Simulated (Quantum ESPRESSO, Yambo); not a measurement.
Planning a run of Quantum ESPRESSO 7.5 on CaMoO4 (I4_1/a). The input:

```
&control
  calculation = 'scf'
  prefix = 'x'
  outdir = 'o'
  pseudo_dir = 'pseudo'
/
&system
  ibrav = 0
  nat = 12
  ntyp = 3
  ecutwfc = 72.0
  nbnd = 58
  force_symmorphic = .true.
/
&electrons
  conv_thr = 1e-10
  electron_maxstep = 80
  mixing_beta = 0.5
/
ATOMIC_SPECIES
  Ca 40.078 Ca.upf
  Mo 95.95 Mo.upf
  O 15.999 O.upf
CELL_PARAMETERS angstrom
  -2.6640360000 2.6640360000 5.8285350000
  2.6640360000 -2.6640360000 5.8285350000
  2.6640360000 2.6640360000 -5.8285350000
ATOMIC_POSITIONS crystal
  Ca 0.7500000000 0.2500000000 0.5000000000
  Ca 0.0000000000 0.0000000000 0.0000000000
  Mo 0.2500000000 0.7500000000 0.5000000000
  Mo 0.5000000000 0.5000000000 0.0000000000
  O 0.5777600000 0.9824600000 0.8914200000
  O 0.7324600000 0.3410400000 0.9047000000
  O 0.0910400000 0.6863400000 0.1085800000
  O 0.4363400000 0.8277600000 0.0953000000
  O 0.1722400000 0.2675400000 0.6085800000
  O 0.0175400000 0.9089600000 0.5953000000
  O 0.6589600000 0.5636600000 0.3914200000
  O 0.3136600000 0.4222400000 0.4047000000
K_POINTS automatic
  6 6 6 0 0 0
```

```sh
OMP_NUM_THREADS=1 mpirun -n 8 pw.x -nk 8 -in pw.in > pw.out
```

How long will it take on 8 MPI ranks of Arm Neoverse V1, shared host, and how much memory?

It took 3 min; on shared hardware allow 91 s to 6.1 min. Peak host memory was 1.7 GiB.

[Paths, hosts, dates, memory and timing lines, banners, echoed tables and standing remarks are left out of the program output.]

[Logs are printed without paths, hosts, clocks, repeated set-up lines and the standing remarks that a program may print on its own settings, such as how far it seeks lower states.]

[Runs of the session that timed out or met a known fault of the program may be left out.]

[Hosts, paths, dates, database ids (printed as entryN), source tags and the programs' standing remarks are cut or masked in the printed files.]
